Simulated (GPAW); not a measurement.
# NbAuS3 (model structure): optical spectrum from first principles

Aim: the dielectric function of NbAuS3 (model structure), and the optical constants that follow from it. The structure is a model built here, which may or may not match a known phase. It was built so: All Ag replaced by Au and O replaced by S in the Pm-3m structure of NbAgO3. The cell given below was relaxed beforehand with Ansatz.

Calculated with GPAW 26.7.0; DFT, revPBE, plane-wave PAW (GPAW data sets), scalar-relativistic, RPA, optical limit.

## Step 1: The starting structure

Symmetry: Pm-3m, No. 221, cubic system. The conventional cell has a = 4.829 Å, b = 4.829 Å, c = 4.829 Å, α = 90.00°, β = 90.00°, γ = 90.00°. Au has 12 S at 3.41 Å nearest. Nb has 6 S at 2.41 Å nearest. S has 2 Nb at 2.41 Å nearest. All Ag replaced by Au and O replaced by S in the Pm-3m structure of NbAgO3. Farther neighbours and most contacts between anions are not listed.

Structure file:

```xyz
5
Lattice="4.8288 0.0000 0.0000 0.0000 4.8288 0.0000 0.0000 0.0000 4.8288" Properties=species:S:1:pos:R:3 pbc="T T T"
Au    2.4144    2.4144    2.4144
Nb    0.0000    4.8288    4.8288
S     4.8288    0.0000    2.4144
S     0.0000    2.4144    0.0000
S     2.4144    0.0000    4.8288
```

## Step 2: Bands for the response

The response needs many more empty bands than the density does.

This step: DFT, revPBE, plane-wave PAW (GPAW data sets), scalar-relativistic, bands at fixed density (GPAW 26.7.0).

nscf.py reads:

```python
from ase.dft.bandgap import bandgap
from gpaw import GPAW, FermiDirac

calc = GPAW('gs.gpw').fixed_density(kpts={'size': (8, 8, 8), 'gamma': True}, nbands=46, convergence={'bands': 40},
                                    occupations=FermiDirac(0.05), txt='nscf.txt')
print('gap (eV)', bandgap(calc, output=None)[0])
print('direct gap (eV)', bandgap(calc, direct=True, output=None)[0])
calc.write('full.gpw', mode='all')
```

Command:

```bash
> OMP_NUM_THREADS=1 python nscf.py
```

Numbers of over 12 decimals in the logs are rounded to 6 here.

The program printed:

```text
Diagonalizing LCAO Hamiltonian
Converting LCAO to pw mode
convergence criteria:
- Maximum integral of absolute [eigenst]ate change: 4e-08 eV^2 / valence electron
maximum number of iterations: 150

SCF iterations
|iter     |      energy | eigst |  dens |
|iter:   1||             | +2.48 |       |
|iter:   2||             | +1.39 |       |
|iter:   3||             | +0.67 |       |
|iter:   4||             | -0.08 |       |
|iter:   5||             | -0.72 |       |
|iter:   6||             | -1.41 |       |
|iter:   7||             | -2.03 |       |
|iter:   8||             | -2.70 |       |
|iter:   9||             | -3.35 |       |
|iter:  10||             | -4.05 |       |
|iter:  11||             | -4.73 |       |
|iter:  12||             | -5.43 |       |
|iter:  13||             | -6.10 |       |
|iter:  14||             | -6.79 |       |
|iter:  15||             | -7.36 |       |
|iter:  16||             | -7.83c|       |
SCF steps: 16
  __  _  _
 | _ |_)|_||  |
 |__||  | ||/\| - 26.7.0

Versions:
  Python: 3.12.14
  ASE:    3.29.0
  Numpy:  2.5.5
  Scipy:  1.18.1
  Libxc:  7.0.0

Input parameters:
  mode=PW(ecut=450.000000),
  convergence={'bands': 40},
  gpts=array([24, 24, 24]),
  kpts=MonkhorstPack(size=(8, 8, 8), gamma=True),
  maxiter=150,
  nbands=46,
  occupations=Occupations(name='fermi-dirac', width=0.05, fixmagmom=False),
  parallel={},
  xc=XC(name='revPBE')

--- standard output ---
gap (eV) 0.0
direct gap (eV) 0.0
```

Run time: 77 s. Hardware: 1 thread of Arm Neoverse V2, shared host; peak memory 0.26 GiB.

## Step 3: Dielectric function, RPA

Transitions between filled and empty bands, summed over the zone, give the optical response, so mesh, band count and broadening shape it.

The induced potential is part of this response.

This step: DFT, revPBE, plane-wave PAW (GPAW data sets), scalar-relativistic, RPA, optical limit (GPAW 26.7.0).

df.py reads:

```python
from gpaw.response.df import DielectricFunction

df = DielectricFunction('full.gpw', frequencies={'type': 'nonlinear', 'domega0': 0.03, 'omega2': 8},
                        ecut=50,
                        eta=0.2,
                        nbands=40,
                        rate=0.1,
                        txt='df.txt')
for direction in ['x']:
    df.get_dielectric_function(xc='RPA', direction=direction, filename=f'df_{direction}.csv')
```

Command:

```bash
> OMP_NUM_THREADS=1 python df.py
```

The program printed:

```text
Using integrator: PointIntegrator
NonLinearFrequencyDescriptor(from 0.000 to 70.275 eV, 506 points)
Nonperiodic BCs:  [False False False]
Using integrator: PointIntegrator
NonLinearFrequencyDescriptor(from 0.000 to 70.275 eV, 506 points)
Nonperiodic BCs:  [False False False]
Using integrator: PointIntegrator

Calculating chi0 body with:
    Ground state adapter containing:
    Number of spins: 1
    Number of kpoints: 512
    Number of irreducible kpoints: 35
    Number of completely occupied states: 18
    Number of partially occupied states: 25

    Linear response parametrization:
    q_c: [0.0, 0.0, 0.0]
    Number of frequency points: 506
    Planewave cutoff: 50.0
    Number of bands: 40
    Number of planewaves: 81
    Broadening (eta): 0.2

Integrating chi0 body.

Symmetries of q_c:
    Direct symmetries (Uq -> q): 48
    Indirect symmetries (TUq -> q): 0
In total 48 allowed symmetries.

35 groups of equivalent kpoints. 93.1640625% reduction.

Integral kind: spectral function

Calculating chi0 optical extensions with:
    Ground state adapter containing:
    Number of spins: 1
    Number of kpoints: 512
    Number of irreducible kpoints: 35
    Number of completely occupied states: 18
    Number of partially occupied states: 25

    Linear response parametrization:
    Number of frequency points: 506
    Planewave cutoff: 50.0
    Number of bands: 40
    Number of planewaves: 81
    Broadening (eta): 0.2
Integrating chi0 head and wings.

Symmetries of q_c:
    Direct symmetries (Uq -> q): 48
    Indirect symmetries (TUq -> q): 0
In total 48 allowed symmetries.

35 groups of equivalent kpoints. 93.1640625% reduction.

Integral kind: spectral function wings

Calculating drude chi0 with:
    Number of frequency points:506
    Plasma frequency decay rate: 0.1 eV

    Ground state adapter containing:
    Number of spins: 1
    Number of kpoints: 512
    Number of irreducible kpoints: 35
    Number of completely occupied states: 18
    Number of partially occupied states: 25

Symmetries of q_c:
    Direct symmetries (Uq -> q): 48
    Indirect symmetries (TUq -> q): 0
In total 48 allowed symmetries.

35 groups of equivalent kpoints. 93.1640625% reduction.

Integral kind: intraband
Plasma frequency:
[[3.-0.j 0.-0.j 0.+0.j]
 [0.-0.j 3.-0.j 0.+0.j]
 [0.+0.j 0.+0.j 3.-0.j]]
```

Elapsed: 15 s, on 1 thread; peak memory 0.47 GiB.

Some rows of df_x.csv (energy; Re and Im without local fields; Re and Im with them):

```text
0.000000, 1005.626390, -0.000000, 1004.233487, -0.000000
0.366838, -31.258047, 71.779830, -32.337871, 71.209897
0.747880, -1.506545, 31.127858, -2.303799, 30.309354
1.143969, -2.834294, 21.033233, -3.127551, 20.350677
1.556014, 0.616633, 13.447705, 0.329452, 12.931830
1.984998, 2.163035, 14.564955, 2.037326, 13.911453
2.431988, -3.436423, 12.632178, -3.301610, 12.331331
2.898142, -2.661255, 7.127199, -2.660904, 6.951456
3.384719, -0.783744, 4.851166, -0.843020, 4.712912
3.893091, 0.718653, 5.188717, 0.663752, 5.065968
4.424758, 0.551438, 5.130712, 0.536604, 5.036607
4.981356, 0.370377, 3.836219, 0.200587, 3.909654
5.564682, 1.541964, 4.250730, 1.205839, 4.251726
6.176709, 0.225954, 4.713901, -0.174259, 4.713546
6.819608, 0.481178, 4.115514, -0.032756, 3.680617
7.495775, -0.084650, 4.465522, -0.161780, 3.719628
8.207861, -0.763080, 3.133247, -0.688867, 2.804172
8.958808, -0.240070, 2.951059, -0.118705, 2.578189
9.751884, -0.532735, 2.199549, -0.653551, 2.172046
10.590737, -0.349188, 1.736051, -0.470240, 1.546619
11.479449, 0.202262, 1.881943, -0.015624, 1.463956
```

The Im ε, E ∥ x has structure finer than the step of the table below, so its rows give means over 0.5 eV, whole bins alone (the curve runs from 0.305 to 11.7 eV). Peaks (eV: height): 2.21: 14.7.

Sum at mesh points, not converged in k. Table of Im ε, E ∥ x by photon energy; means over each step:

```tsv
photon energy (eV)	Im ε, E ∥ x
1.0	24.3
1.5	14.2
2.0	14.0
2.5	11.3
3.0	6.50
3.5	4.70
4.0	5.01
4.5	4.98
5.0	4.07
5.5	4.16
6.0	4.80
6.5	3.84
7.0	3.58
7.5	3.70
8.0	3.15
8.5	2.48
9.0	2.53
9.5	2.38
10.0	1.93
10.5	1.63
11.0	1.40
```

Values under 1 per cm are given as 1; sum at mesh points, not converged in k. Absorption coefficient, E ∥ x against photon energy:

photon energy (eV), log10 absorption coefficient, E ∥ x (1/cm) and a bar from the least value:
```
    0.492        5.4 
    1.010        5.6 ######
    1.486        5.6 ########
    1.985        5.7 ############
    2.508        5.8 ###################
    3.018        5.8 #################
    3.510        5.7 ##############
    3.980        5.8 ################
    4.516        5.8 ###################
    4.981        5.8 ###################
    5.515        5.8 ###################
    6.021        6.0 #########################
    6.494        6.0 #########################
    6.985        6.0 #########################
    7.496        6.0 ############################
    8.026        6.1 #############################
    8.516        6.0 ############################
    9.023        6.0 ############################
    9.483        6.1 ##############################
   10.026        6.1 #############################
   10.519        6.0 #############################
   11.029        6.0 ###########################
   11.479        6.0 ###########################
```

Sum at mesh points, not converged in k. The reflectivity at normal incidence, E ∥ x by photon energy; read off at these points:

```tsv
photon energy (eV)	reflectivity at normal incidence, E ∥ x (%)
0.500	71.5
0.750	61.4
1.000	59.1
1.250	54.7
1.500	47.8
1.750	43.8
2.000	45.4
2.250	49.7
2.500	51.9
2.750	49.3
3.000	44.2
3.250	39.1
3.500	30.6
3.750	27.8
4.000	28.9
4.250	28.3
4.500	29.0
4.750	30.2
5.000	25.9
5.250	23.4
5.500	23.0
5.750	25.7
6.000	28.8
6.250	31.3
6.500	27.6
6.750	26.7
7.000	26.0
7.250	25.5
7.500	27.8
7.750	30.3
7.907	31.7
8.000	31.5
8.250	29.8
8.500	28.3
8.750	23.8
9.000	24.2
9.250	26.7
9.500	27.6
9.750	29.0
9.888	29.3
10.000	28.6
10.250	26.8
10.500	27.4
10.750	24.8
11.000	22.0
11.250	19.1
11.500	18.4
```

Sum at mesh points, not converged in k. Loss function −Im 1/ε at q → 0, E ∥ x against energy loss; read off at these points:

```tsv
energy loss (eV)	loss function −Im 1/ε at q → 0, E ∥ x
0.50	0.0207
1.00	0.0398
1.50	0.0744
2.00	0.0701
2.50	0.0807
3.00	0.139
3.50	0.222
4.00	0.194
4.50	0.198
5.00	0.256
5.50	0.225
6.00	0.206
6.50	0.272
7.00	0.284
7.50	0.268
8.00	0.303
8.50	0.388
9.00	0.380
9.50	0.394
10.00	0.480
10.50	0.559
11.00	0.705
11.18	0.721
11.50	0.680
```

Sum at mesh points, not converged in k. Im ε, E ∥ x against photon energy; read off at these points:

```tsv
photon energy (eV)	without local fields	with local fields
0.500	43.1	42.5
0.750	31.1	30.3
1.000	25.6	24.8
1.250	18.5	17.9
1.500	13.9	13.4
1.750	13.5	12.9
2.000	14.6	14.0
2.169	15.3	14.7
2.250	15.1	14.6
2.500	11.5	11.2
2.750	8.33	8.13
3.000	6.58	6.41
3.250	5.38	5.24
3.500	4.64	4.49
3.750	5.01	4.87
4.000	5.20	5.09
4.250	5.10	4.97
4.500	5.07	5.00
4.750	4.73	4.78
5.000	3.81	3.89
5.250	3.81	3.86
5.500	4.09	4.11
5.750	4.78	4.70
5.867	5.01	4.93
6.000	4.87	4.83
6.250	4.46	4.44
6.500	3.89	3.67
6.750	4.13	3.72
7.000	4.06	3.53
7.250	4.32	3.63
7.500	4.46	3.72
7.750	4.23	3.65
8.000	3.45	3.10
8.250	3.09	2.77
8.500	2.71	2.44
8.750	2.66	2.32
9.000	2.97	2.62
9.250	2.70	2.51
9.500	2.48	2.42
9.750	2.20	2.17
10.000	2.09	1.89
10.250	2.07	1.82
10.500	1.82	1.63
10.750	1.66	1.46
11.000	1.63	1.38
11.250	1.72	1.39
11.500	1.89	1.47
```

At chosen wavelengths:

```tsv
wavelength (nm)	n	k	R (%)	1/α
1064	2.92	3.393	56.5	25 nm
800	2.57	2.523	46.2	25 nm
532	2.43	2.849	51.1	15 nm
450	1.65	2.445	49.2	15 nm
405	1.48	2.065	43.1	16 nm
308	1.69	1.506	28.9	16 nm
193	1.32	1.436	29.0	11 nm
```

A polished face would reflect 49 % of daylight and look light grey (CIE x = 0.305, y = 0.332 under D65).

## Step 4: Outcome

What this shows: At this level (revPBE, RPA) NbAuS3 is a metal. The mesh is too coarse to trust the carriers' weight, the reflectivity or the colour to better than tens of per cent. A polished face would reflect 49 % of daylight and look light grey (CIE x = 0.305, y = 0.332 under D65). The carriers' damping of 0.1 eV is typed, not computed; it shapes the response at the lowest energies. The run has no spin polarisation; magnetic order or correlation, untested here, could change the spectrum. Spin-orbit coupling is left out although heavy atoms are present. The curves end at 12 eV, about where the summed bands run out. In this version of GPAW the matrix elements of the optical limit are incomplete, which can lower ε − 1 by up to a tenth where first-row anions or d states rule, and shift it by more in d metals. GPAW's carrier term has the form −ωp²/(ω + i·rate)², which damps like twice the rate and fails at low energy, so the curves leave the lowest energies out. The sum runs over mesh points 0.16 Å⁻¹ apart with no interpolation, so peaks are partly noise of the mesh, and the Drude plasma energy, a sum over the Fermi surface, isn't converged.

[Machine, clock and banner lines and Python warnings are left out of the logs.]

[Logs are printed without paths, hosts, clocks, repeated set-up lines and the standing remarks that a program may print on its own settings, such as how far it seeks lower states.]

[Hosts, paths, dates, database ids (printed as entryN), source tags and the programs' standing remarks are cut or masked in the printed files.]
